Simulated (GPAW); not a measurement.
Records of electronic-structure calculations.

### How the form of the self-energy moves the gap of SnTe (Fm-3m)

It takes space group Fm-3m (No. 225, cubic). Conventional cell: a = 6.302 Å, b = 6.302 Å, c = 6.302 Å, α = 90.00°, β = 90.00°, γ = 90.00°. Nearest to Sn lie 6 Te at 3.15 Å. Te has 6 Sn at 3.15 Å nearest. Farther neighbours and most contacts between anions are not listed.

```
method                         : DFT, PBE, plane waves, PAW (and 1 further level or step)
program                        : GPAW 26.7.0
settings of one run            : cutoff 450 eV, GPAW PAW setups 1.2.1 data release, 4×4×4 k-mesh, nbands 270
cost                           : 3 runs, 19 min in all on 4 MPI ranks of Intel Xeon Platinum 8259CL at 2.50GHz (Skylake/Cascade Lake), shared host (the runs of this entry)
notes                          : The database entry behind the starting cell differs from later determinations by our own check (about 0.3 % short). The cell and positions come from the Crystallography Open Database and are kept as given unless a step says otherwise. Limits: no spin-orbit coupling. Bands and cutoff are finite, so the gap is not at the basis limit. The miss can reach some tenths of an eV and take either sign; the mesh is an error of its own. The 4×4×4 mesh is coarse for this cell, which bears on the long-range parts of exchange and screening. With atoms this heavy and so narrow a gap, spin-orbit coupling can invert the bands. These scalar-relativistic gaps are then model values, not to be set against experiment, and a spin-orbit change taken from DFT can’t simply be added.
G0W0, Godby-Needs plasmon pole : 0.208 eV
G0W0 with rALDA vertex         : 0.202 eV
known limits                   : not at the basis limit; model gap, bands may invert with spin-orbit coupling; no spin-orbit coupling; coarse k mesh
```

G0W0 with rALDA vertex: −0.007 eV against G0W0, Godby-Needs plasmon pole, at other bands or cutoff, so not like for like. With the rALDA kernel as a vertex the gap is 0.23 eV (in the polarisability), 0.15 eV (in the self-energy) and 0.16 eV (in both), against 0.21 eV without.

[Paths, hosts, dates, memory and timing lines, banners, echoed tables and standing remarks are left out of the program output.]

[Logs are printed without paths, hosts, clocks, repeated set-up lines and the standing remarks that a program may print on its own settings, such as how far it seeks lower states.]

[Runs of the session that timed out or met a known fault of the program may be left out.]

[Hosts, paths, dates, database ids (printed as entryN), source tags and the programs' standing remarks are cut or masked in the printed files.]
